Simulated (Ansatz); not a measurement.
## What LiMgF3 (model cell, started as cubic perovskite with Mg in the octahedra) distorts into

Aim: this structure of LiMgF3 (model cell, started as cubic perovskite with Mg in the octahedra) is to be tested for unstable modes, and one is followed downhill.

Method: DFT PBEsol, scalar-relativistic, plane waves, PAW; PAW set soft_1, in Ansatz 0.2.0.

The structure was built from a prototype and need not be the compound's stable phase.

## (1) Starting point

Symmetry: Pm-3m, No. 221, cubic system. The conventional cell has a = 3.873 Å, b = 3.873 Å, c = 3.873 Å, α = 90.00°, β = 90.00°, γ = 90.00°. Nearest to Li lie 12 F at 2.74 Å. Mg has 6 F at 1.94 Å nearest. F has 2 Mg at 1.94 Å nearest. Farther neighbours and most contacts between anions are not listed.

## (2) Phonons on a q mesh

The cell comes from relaxations at this level that are not shown. Stability and thermal properties need the whole zone. Linear response on a 4×4×4 q mesh gives force constants as far as a supercell of that size would, and the tensors from the zone-centre run are typed in so that the long-range dipole term is interpolated apart.

input.yaml

```yaml
crystal:
  lattice:
    - [3.8727366541, 0.0, 0.0]
    - [0.0, 3.8727366541, 0.0]
    - [0.0, 0.0, 3.8727366541]
  atoms:
    - { symbol: Li, position: [0.0, 0.0, 0.0] }
    - { symbol: Mg, position: [0.5, 0.5, 0.5] }
    - { symbol: F, position: [0.5, 0.5, 0.0] }
    - { symbol: F, position: [0.5, 0.0, 0.5] }
    - { symbol: F, position: [0.0, 0.5, 0.5] }
kpoints:
  mp_grid: { grid: [8, 8, 8] }
hamiltonian:
  xc: pbesol
  pseudopotentials: { kind: paw, azcp: { folder: soft_1 }, xc_functional: pbe }
scf:
  occupations: { method: fixed }
output:
  eigenvalues: true
phonons:
  method: dfpt
  qmesh: [4, 4, 4]
  temperatures: { t_max: 1000, t_step: 50 }
  qpath:
    path:
      - [[0.0, 0.0, 0.0], [0.0, 0.5, 0.0], [0.5, 0.5, 0.0], [0.0, 0.0, 0.0], [0.5, 0.5, 0.5], [0.0, 0.5, 0.0]]
      - [[0.5, 0.5, 0.5], [0.5, 0.5, 0.0]]
    npoints: 10
  non_analytic_term:
    high_frequency_dielectric_tensor: [[1.9891, 0.0, 0.0], [0.0, 1.9891, 0.0], [0.0, 0.0, 1.9891]]
    born_effective_charges:
      - { species: Li, tensor: [[1.2038, 0.0, 0.0], [0.0, 1.2038, 0.0], [0.0, 0.0, 1.2038]] }
      - { species: Mg, tensor: [[1.886, 0.0, 0.0], [0.0, 1.886, 0.0], [0.0, 0.0, 1.886]] }
      - { species: F, tensor: [[-0.9062, 0.0, 0.0], [0.0, -0.9062, 0.0], [0.0, 0.0, -1.2774]] }
      - { species: F, tensor: [[-0.9062, 0.0, 0.0], [0.0, -1.2774, 0.0], [0.0, 0.0, -0.9062]] }
      - { species: F, tensor: [[-1.2774, 0.0, 0.0], [0.0, -0.9062, 0.0], [0.0, 0.0, -0.9062]] }
    source: "zone-centre run at this cell"
```

Launch:

```console
ansatz run input.yaml --threads 8 --pin off --max-ram 16384MiB --backend cpu --events-out ev --progress --plain --runs-dir out
```

Numbers of over 12 decimals in the logs are rounded to 6 here.

What it wrote:

```text
Engine: ansatz 0.2.0, x86_64-unknown-linux-gnu
Pseudopotentials: kind: paw
Pseudopotential: Li, paw, valence charge 3, recommended cutoff 420 eV (normal), soft_1/Li.paw.azcp
Pseudopotential: Mg, paw, valence charge 10, recommended cutoff 420 eV (normal), soft_1/Mg.paw.azcp
Pseudopotential: F, paw, valence charge 7, recommended cutoff 420 eV (normal), soft_1/F.paw.azcp
Functional definition: PBEsol
  exchange = pbesol_x
  correlation = pbesol_c
Crystal: 5 atoms, lattice volume = 58.084 Å³
Basis set: ecut = 420 eV, 1141 PW (Γ), exchange–correlation on 54×54×54 points (8 copies of the dense FFT grid, shifted against one another)
Bands: 22, of which v1, the nominal top of the filled ones, is band 17 counted from 1 (16 counted from 0)
Symmetry: 48 space group operations
k-points: 35 of 512
Non-local potential: Li, projectors of the file, l = 0: 3, l = 1: 2, l = 2: 1
Non-local potential: Mg, projectors of the file, l = 0: 3, l = 1: 2, l = 2: 1
Non-local potential: F, projectors of the file, l = 0: 2, l = 1: 2, l = 2: 1
PAW form: soft (Blöchl's): semilocal exchange-correlation on the pseudo side does not see the compensation charge
PAW frozen core: Mg, regenerated for the run's functional, and the local potential with it (the file was generated under x = pbe(κ = 0.804, μ = 0.219515), c = pbe(β = 0.066725))
PAW frozen core: F, regenerated for the run's functional, and the local potential with it (the file was generated under x = pbe(κ = 0.804, μ = 0.219515), c = pbe(β = 0.066725))
PAW one-centre angular grid: Li, 110 points (default); XC on 64 Gauss nodes
PAW one-centre angular grid: Mg, 110 points (default); XC on 64 Gauss nodes
PAW one-centre angular grid: F, 110 points (default); XC on 64 Gauss nodes
Initial density: superposition of atomic densities (chi_scale 0.1, normalization cell, long waves kept (reshape's long-wave potential 0.01 eV rms))
Initial wavefunctions: pseudopotential atomic-orbital guess
Functional: x = pbesol(κ = 0.804, μ = 0.123457), c = pbesol(β = 0.046)
SCF iter   1: F=—  HF=-4524.809570 eV  |F-HF|=—  |Δ(HF+E_count)|=         —  Δρ=1.02e-1  dr2=4.24e0  ethr=3.10e-3  ⟨swp⟩=4.4  Hψ=3356  notcnv=0  defer=71
preconditioner: auto → Resta (q_TF=auto, 2.495 Å⁻¹)  ε∞=3.0  [insulator: Δε(μ)=4.968 eV  Ē_g=16.673 eV  n_scr=18 (ndim 8)  ℏωp=23.9 eV  f_vac=0.000  ε∞_Penn≈3.0]
SCF iter   2: F=—  HF=-4523.712983 eV  |F-HF|=—  |Δ(HF+E_count)|=    1.10e0  Δρ=4.46e-2  dr2=1.07e0  ethr=3.10e-3  ⟨swp⟩=2.0  Hψ=1742  notcnv=0  defer=68
SCF iter   3: F=—  HF=-4523.492594 eV  |F-HF|=—  |Δ(HF+E_count)|=   2.20e-1  Δρ=1.84e-2  dr2=1.89e-1  ethr=3.10e-3  ⟨swp⟩=2.6  Hψ=1382  notcnv=0  defer=86
SCF iter   4: F=—  HF=-4523.441017 eV  |F-HF|=—  |Δ(HF+E_count)|=   5.16e-2  Δρ=3.95e-3  dr2=1.32e-2  ethr=5.57e-4  ⟨swp⟩=2.0  Hψ=1305  notcnv=0  defer=95
SCF iter   5: F=—  HF=-4523.439653 eV  |F-HF|=—  |Δ(HF+E_count)|=   1.36e-3  Δρ=1.26e-3  dr2=9.44e-4  ethr=3.88e-5  ⟨swp⟩=2.3  Hψ=1331  notcnv=0  defer=97
SCF iter   6: F=—  HF=-4523.439959 eV  |F-HF|=—  |Δ(HF+E_count)|=   3.06e-4  Δρ=2.01e-4  dr2=2.81e-5  ethr=2.78e-6  ⟨swp⟩=2.1  Hψ=1146  notcnv=0  defer=98
SCF iter   7: F=—  HF=-4523.439970 eV  |F-HF|=—  |Δ(HF+E_count)|=   1.07e-5  Δρ=5.39e-5  dr2=9.07e-7  ethr=8.27e-8  ⟨swp⟩=2.1  Hψ=1277  notcnv=0  defer=67
SCF iter   8: F=—  HF=-4523.439971 eV  |F-HF|=—  |Δ(HF+E_count)|=   1.40e-6  Δρ=7.58e-6  dr2=2.14e-8  ethr=2.67e-9  ⟨swp⟩=2.0  Hψ=1255  notcnv=0  defer=36
SCF iter   9: F=—  HF=-4523.439971 eV  |F-HF|=—  |Δ(HF+E_count)|=   2.70e-8  Δρ=1.28e-6  dr2=6.78e-10  ethr=6.30e-11  ⟨swp⟩=2.0  Hψ=1295  notcnv=0  defer=36
SCF iter  10: F=—  HF=-4523.439971 eV  |F-HF|=—  |Δ(HF+E_count)|=  9.93e-10  Δρ=2.72e-7  dr2=3.06e-11  ethr=1.99e-12  ⟨swp⟩=2.0  Hψ=1223  notcnv=0  defer=36
SCF iter  11: F=-4523.439971 eV  HF=-4523.439971 eV  |F-HF|=2.73e-12  |Δ(HF+E_count)|=  5.00e-11  Δρ=4.95e-8  dr2=1.00e-12  ethr=1.00e-12  ⟨swp⟩=11.0  Hψ=4113  notcnv=0
SCF 1 converged in 11 iterations: F = -4523.439971 eV  dr2 = 1.00e-12
  greatest PAW one-centre occupation: 1.000 electrons in one spin orbital (limit 2), on the Mg atom at site 1 (counted from 0), in its partial waves of l = 0
NSCF: frozen V_eff on 35 k-points
NSCF: frozen V_eff on 125 k-points
DFPT response loops at q = (0, 0, 0) (fractional): preconditioner auto → none (the input reference at scf.mixing.eps_inf says where Resta's filter doesn't serve); β = 0.50; Broyden in place of MSR1
NSCF: frozen V_eff on 400 k-points
DFPT response loops at q = (0, 0, 0.25) (fractional): mixed as the last ones told, above
NSCF: frozen V_eff on 250 k-points
DFPT response loops at q = (0, 0, -0.5) (fractional): mixed as the last ones told, above
NSCF: frozen V_eff on 640 k-points
DFPT response loops at q = (0, 0.25, 0.25) (fractional): mixed as the last ones told, above
NSCF: frozen V_eff on 400 k-points
DFPT response loops at q = (0, 0.25, -0.5) (fractional): mixed as the last ones told, above
NSCF: frozen V_eff on 250 k-points
DFPT response loops at q = (0, -0.5, -0.5) (fractional): mixed as the last ones told, above
NSCF: frozen V_eff on 1024 k-points
DFPT response loops at q = (0.25, 0.25, 0.25) (fractional): mixed as the last ones told, above
NSCF: frozen V_eff on 640 k-points
DFPT response loops at q = (0.25, 0.25, -0.5) (fractional): mixed as the last ones told, above
NSCF: frozen V_eff on 400 k-points
DFPT response loops at q = (0.25, -0.5, -0.5) (fractional): mixed as the last ones told, above
NSCF: frozen V_eff on 250 k-points
DFPT response loops at q = (-0.5, -0.5, -0.5) (fractional): mixed as the last ones told, above
SCF converged after 11 iterations
Free energy (F): -4523.439971 eV
Harris-Foulkes:  -4523.439971 eV  (|F-HF|=2.73e-12)
Internal energy: -4523.439971 eV  (E = F + TS)
E sigma→0 (E₀):  -4523.439971 eV
Fermi energy:    0.931924 eV
--- Per-component energies (eV) ---
  E_band       = -561.102460
  E_kinetic    = 682.161151
  E_local      = -3942.291870  (includes V_loc(G=0)·N_el)
  E_nonlocal   = 437.777642
  E_hartree    = 1439.295770
  E_xc         = -264.772270
  E_vxc        = -341.946105  (∫ρ·V_xc dr)
  E_paw        = -906.235030  (= ΣΔE_a)
  E_vpaw       = -275.396491  (= ΣTr[D̂ρ^β])
  E_aug_tail   = 0.001661  (compensation charges beyond the density's cutoff)
  E_ewald      = -1969.563217
  E_core_change = 0.186190  (= ΣΔE_core)
  E_smearing   = -0.000000  (= −TS)
  E_closure    = -0.000000  (closes the sum)
  Σ components = -4523.439971   (vs F -4523.439971, Δ=0.00e0)
--- Band table (eV; the first three rows and the last of 35) ---
  k-point 0: bands = [... 13 lower, 0.2347, 0.4396, 0.4396, 0.4396, 6.8136, 13.9627, 13.9627, 13.9627, ... 1 higher]
  k-point 1: bands = [... 13 lower, 0.2030, 0.2684, 0.4145, 0.4145, 7.0463, 12.9157, 13.8491, 13.8491, ... 1 higher]
  k-point 2: bands = [... 13 lower, 0.0561, 0.1275, 0.3892, 0.3892, 7.6581, 11.6717, 13.6051, 13.6051, ... 1 higher]
  k-point 34: bands = [... 13 lower, -0.2769, 0.9319, 0.9319, 0.9319, 10.7911, 12.2973, 12.2973, 12.2973, ... 1 higher]
--- Phonons (Γ-DFPT): 4 representative perturbations + reference (Σ response iterations 14) ---
  ASR residual: 1.278e-3 → 0.000e0 eV/Å²; symmetrization residual: 1.417e-6 eV/Å²
  ASR residual per site (eV/Å²): 9.28e-5 1.28e-3 8.94e-4 8.94e-4 8.94e-4
  Γ frequencies (cm⁻¹): -228.19 -228.19 -228.19 0.00 0.00 0.00 89.72 89.72 89.72 293.86 293.86 293.86 572.16 572.16 572.16
--- Phonons (arbitrary-q DFPT): 10 irreducible q on the 4×4×4 mesh ---
  q = [0.0000, 0.0000, 0.0000] (star 1, of the zone-centre solve; hermiticity 1.79e-7, symmetrization 4.79e-13): -228.19 -228.19 -228.19 -0.00 0.00 0.00 89.72 89.72 89.72 293.86 293.86 293.86 572.16 572.16 572.16
  q = [0.0000, 0.0000, 0.2500] (star 6, 9 solved perturbations in 1560 linear systems a pass and spin channel, the states on 200 of 512 k-point pairs; hermiticity 1.53e-7, symmetrization 5.06e-13): -220.25 -220.25 38.30 38.30 101.14 123.38 123.38 146.49 223.57 276.84 276.84 374.00 571.31 571.31 622.89
  q = [0.0000, 0.0000, -0.5000] (star 3, 9 solved perturbations in 975 linear systems a pass and spin channel, the states on 125 of 512 k-point pairs; hermiticity 1.90e-7, symmetrization 3.37e-13): -211.55 -211.55 -4.85 -4.85 111.05 176.11 176.11 209.84 225.93 247.13 247.13 481.16 534.40 570.45 570.45
  q = [0.0000, 0.2500, 0.2500] (star 12, 9 solved perturbations in 2460 linear systems a pass and spin channel, the states on 320 of 512 k-point pairs; hermiticity 1.44e-7, symmetrization 1.18e-13): -216.91 -210.50 -77.26 -71.61 97.19 116.78 148.41 192.84 214.46 261.35 365.23 375.83 528.33 570.48 625.54
  q = [0.0000, 0.2500, -0.5000] (star 12, 15 solved perturbations on 200 of 512 k-point pairs; hermiticity 1.28e-7, symmetrization 3.67e-14): -209.13 -199.03 -135.83 -104.19 89.47 159.92 180.39 204.52 235.31 249.63 367.93 479.88 480.59 569.63 585.63
  q = [0.0000, -0.5000, -0.5000] (star 3, 9 solved perturbations in 975 linear systems a pass and spin channel, the states on 125 of 512 k-point pairs; hermiticity 1.26e-7, symmetrization 2.07e-13): -203.07 -203.07 -182.77 -161.66 138.10 138.10 215.96 219.98 219.98 273.67 435.14 479.01 479.01 546.06 568.81
  q = [0.2500, 0.2500, 0.2500] (star 8, 4 solved perturbations in 1376 linear systems a pass and spin channel, the states on 512 of 512 k-point pairs; hermiticity 1.26e-7, symmetrization 4.94e-13): -215.06 -215.06 -93.09 -85.25 -58.89 -58.89 220.71 220.71 221.34 346.63 346.63 380.72 527.35 527.35 627.50
  q = [0.2500, 0.2500, -0.5000] (star 12, 9 solved perturbations in 2460 linear systems a pass and spin channel, the states on 320 of 512 k-point pairs; hermiticity 1.27e-7, symmetrization 2.63e-13): -213.09 -196.59 -170.38 -122.51 -83.03 -41.52 227.70 261.70 267.01 316.82 367.17 469.18 469.62 526.41 601.07
  q = [0.2500, -0.5000, -0.5000] (star 6, 9 solved perturbations in 1560 linear systems a pass and spin channel, the states on 200 of 512 k-point pairs; hermiticity 1.32e-7, symmetrization 6.58e-14): -206.56 -206.56 -200.04 -162.02 -100.78 -100.78 276.39 276.39 292.17 314.16 434.80 458.80 458.80 497.54 583.28
  q = [-0.5000, -0.5000, -0.5000] (star 1, 4 solved perturbations in 350 linear systems a pass and spin channel, the states on 125 of 512 k-point pairs; hermiticity 2.02e-8, symmetrization 5.60e-13): -213.99 -213.99 -213.99 -162.39 -162.39 -162.39 308.19 308.19 308.19 434.45 434.45 436.76 436.76 436.76 569.77
  sum rule: each row above includes the acoustic sum rule's correction from the zone centre's row sums; it moved no ω² by more than (3.78 cm⁻¹)²
  mesh force constants: q→R imaginary residual 7.04e-19; ASR residual 1.278e-3 → 0.000e0 eV/Å²; symmetrization residual 7.105e-15 eV/Å²
  interpolated dispersion: 63 rows × 15 modes
  density of states and harmonic sums: on the 16×16×16 q-mesh, interpolated from the force constants of a 4×4×4 supercell (with the dipole–dipole term of supplied tensors)
  largest difference from the sums on the solved wave vectors: F 1.38e-1 eV, S 1.85e-4 and C_V 4.81e-5 eV/K
  zero-point energy: 0.219579 eV/cell   skipped modes (ω ≤ 0): 678, of them read as no rigid motion or as one in doubt: 675 (4.132e0 modes/cell left out, lowest -228.19 cm⁻¹)   left out of the sums: 2.76e-1 of the cell's modes: C_V's classical limit lies that fraction below 3 k_B per atom; for a crystal, a wire or a layer, F and S can be off by more, and a phonons.interpolated_qmesh denser along its periods is the remedy for the sampling
```

The job ended after 2.1 min (8 threads of INTEL XEON PLATINUM 8581C at 2.30GHz (Emerald Rapids), shared host; peak memory 1.7 GiB).

The column dr2 measures how far the density is from self-consistency, as an energy; F and HF (Harris–Foulkes) agree once it is small.

Numbers from this step:

```
gap on the k-mesh                                       : 5.882 eV
volume per atom                                         : 11.62 Å³
sum-rule residual before enforcement                    : 0.001278 eV/Å²
lowest frequency on the path                            : -228.2 cm⁻¹
point group                                             : m-3m
highest frequency on the path or at a solved wavevector : 662.6 cm⁻¹
highest optical mode at the zone centre (no LO-TO term) : 572.2 cm⁻¹
lowest optical zone-centre mode                         : -228.2 cm⁻¹
lowest mode on the q mesh (acoustic modes at Γ apart)   : -228.2 cm⁻¹
```

Frequencies (cm⁻¹) solved at each irreducible wavevector; negative means imaginary. Frequencies by wavevector, by row:

```csv
q in reciprocal lattice units,star,mode 1,mode 2,mode 3,mode 4,mode 13,mode 14,mode 15
0 0 0,1,-228.2,-228.2,-228.2,0,572.2,572.2,572.2
0 0 0.25,6,-220.2,-220.2,38.3,38.3,571.3,571.3,622.9
0 0 -0.5,3,-211.6,-211.6,-4.8,-4.8,534.4,570.5,570.5
0 0.25 0.25,12,-216.9,-210.5,-77.3,-71.6,528.3,570.5,625.5
0 0.25 -0.5,12,-209.1,-199,-135.8,-104.2,480.6,569.6,585.6
0 -0.5 -0.5,3,-203.1,-203.1,-182.8,-161.7,479,546.1,568.8
0.25 0.25 0.25,8,-215.1,-215.1,-93.1,-85.2,527.4,527.4,627.5
0.25 0.25 -0.5,12,-213.1,-196.6,-170.4,-122.5,469.6,526.4,601.1
0.25 -0.5 -0.5,6,-206.6,-206.6,-200,-162,458.8,497.5,583.3
-0.5 -0.5 -0.5,1,-214,-214,-214,-162.4,436.8,436.8,569.8
```

Interpolated from a 4×4×4 q mesh, with the LO-TO term (at Γ the limit along the path; where Γ stands inside the path, tables give the limit on arrival). The phonon branches at the labelled points (cm⁻¹):

```
    point  branch 1  branch 2  branch 3  branch 4  branch 12  branch 13  branch 14  branch 15
        Γ      -228      -228         0         0        334        572        572        663
  halfway      -220      -220        38        38        374        571        571        623
        X      -212      -212        -5        -5        481        534        570        570
  halfway      -209      -199      -136      -104        480        481        570        586
        M      -203      -203      -183      -162        479        479        546        569
  halfway      -217      -210       -77       -72        376        528        570        626
        Γ      -228      -228         0         0        334        572        572        663
  halfway      -215      -215       -93       -85        381        527        527        628
        R      -214      -214      -214      -162        437        437        437        570
  halfway      -213      -197      -170      -122        469        470        526        601
        X      -212      -212        -5        -5        481        534        570        570
jump to R      -214      -214      -214      -162        437        437        437        570
  halfway      -207      -207      -200      -162        459        459        498        583
        M      -203      -203      -183      -162        479        479        546        569
```

Symmetry leaves 10 wavevectors to solve. The lowest mode among them, the acoustic zeros apart, lies at Γ and is imaginary, 228.2i cm⁻¹, so the energy falls along it.

## (3) The mode frozen in, largest atomic shift 0 Å

The mode followed lies at Γ with frequency 228.2i cm⁻¹ and is 3-fold degenerate, the softest among the wavevectors solved. At small amplitude the distorted cell has space group no. 38 by a symmetry search on the positions. The undistorted cell that holds it gives the zero of energy on the same k mesh.

input.yaml, the sections that differ from step 2:

```yaml
scf:
  occupations: { method: gaussian, width: 0.02 }
output:
  forces: true
  stress: true
  eigenvalues: true
# crystal, kpoints, hamiltonian: as in step 2
# phonons: removed
```

What it wrote:

```text
[...]
Crystal: 5 atoms, lattice volume = 58.084 Å³
Basis set: ecut = 420 eV, 1141 PW (Γ), exchange–correlation on 54×54×54 points (8 copies of the dense FFT grid, shifted against one another)
Bands: 22, of which v1, the nominal top of the filled ones, is band 17 counted from 1 (16 counted from 0)
Symmetry: 48 space group operations
[...]
k-points: 35 of 512
[...]
--- Band table (eV; the first three rows and the last of 35) ---
  k-point 0: bands = [... 13 lower, 0.2347, 0.4397, 0.4397, 0.4397, 6.8137, 13.9626, 13.9626, 13.9626]
  k-point 1: bands = [... 13 lower, 0.2031, 0.2684, 0.4146, 0.4146, 7.0464, 12.9157, 13.8491, 13.8491]
  k-point 2: bands = [... 13 lower, 0.0562, 0.1275, 0.3893, 0.3893, 7.6581, 11.6717, 13.6050, 13.6050]
  k-point 34: bands = [... 13 lower, -0.2768, 0.9320, 0.9320, 0.9320, 10.7910, 12.2973, 12.2973, 12.2973]
[key lines of the parts left out:]
SCF converged after 8 iterations
Free energy (F): -4523.439971 eV
Fermi energy:    3.872857 eV
P = ⅓ Tr σ = -0.0073 GPa (-0.073 kbar)
```

It took 0.39 s on 8 threads; peak memory 0.39 GiB.

This step gave:

```
pressure                         : -0.007339 GPa
energy from the undistorted cell : 0 meV/atom
```

At this level the gap is 5.88 eV on the k-mesh of the self-consistent run, which can miss the band edges.

## (4) The mode frozen in, largest atomic shift 0.6 Å

The atoms are moved along the unstable eigenvector, the largest shift by 0.6 Å, with the cell fixed.

input.yaml, the sections that differ from step 3:

```yaml
crystal:
  lattice:
    - [3.8727366541, 0.0, 0.0]
    - [0.0, 3.8727366541, 0.0]
    - [0.0, 0.0, 3.8727366541]
  atoms:
    - { symbol: Li, position: [0.0, -0.1095514895, -0.1095514895] }
    - { symbol: Mg, position: [0.5, 0.4966655169, 0.4966655169] }
    - { symbol: F, position: [0.5, 0.5215022491, 0.0012798526] }
    - { symbol: F, position: [0.5, 0.0012798526, 0.5215022491] }
    - { symbol: F, position: [0.0, 0.5215022491, 0.5215022491] }
# kpoints, hamiltonian, scf, output: as in step 3
```

What it wrote:

```text
[...]
Crystal: 5 atoms, lattice volume = 58.084 Å³
Basis set: ecut = 420 eV, 1141 PW (Γ), exchange–correlation on 54×54×54 points (8 copies of the dense FFT grid, shifted against one another)
Bands: 22, of which v1, the nominal top of the filled ones, is band 17 counted from 1 (16 counted from 0)
Symmetry: 4 space group operations
[...]
k-points: 105 of 512 (time reversal used)
[...]
--- Band table (eV; the first three rows and the last of 105) ---
  k-point 0: bands = [... 13 lower, 0.1182, 0.2596, 0.3507, 0.3575, 6.9247, 13.1523, 13.7077, 14.3297]
  k-point 1: bands = [... 13 lower, 0.0782, 0.2166, 0.2379, 0.3036, 7.1484, 12.8097, 13.6758, 14.2345]
  k-point 2: bands = [... 13 lower, -0.0660, 0.0277, 0.1901, 0.2230, 7.7380, 11.8791, 13.9053, 14.0282]
  k-point 104: bands = [... 13 lower, -0.3450, 0.6357, 0.7445, 0.8961, 10.2822, 12.5710, 12.7292, 14.0339]
[key lines of the parts left out:]
SCF converged after 9 iterations
Free energy (F): -4523.669460 eV
Fermi energy:    3.910419 eV
P = ⅓ Tr σ = 0.9786 GPa (9.786 kbar)
```

The job ended after 1.1 s (8 threads; peak memory 0.53 GiB; 7.2 s of CPU time).

Numbers from this step:

| Item | Value |
| --- | --- |
| pressure | 0.9786 GPa |
| gap on the k-mesh | 6.029 eV |
| energy from the undistorted cell | -45.90 meV/atom |

The energy, extrapolated to zero smearing, is -45.90 meV/atom against the undistorted cell.

The run ends at a pressure of 0.98 GPa, with forces up to 0.40 eV/Å.

(Part 1 of 3 ends here.)

[Logs are printed without paths, hosts, clocks, repeated set-up lines and the standing remarks that a program may print on its own settings, such as how far it seeks lower states.]

[Hosts, paths, dates, database ids (printed as entryN), source tags and the programs' standing remarks are cut or masked in the printed files.]
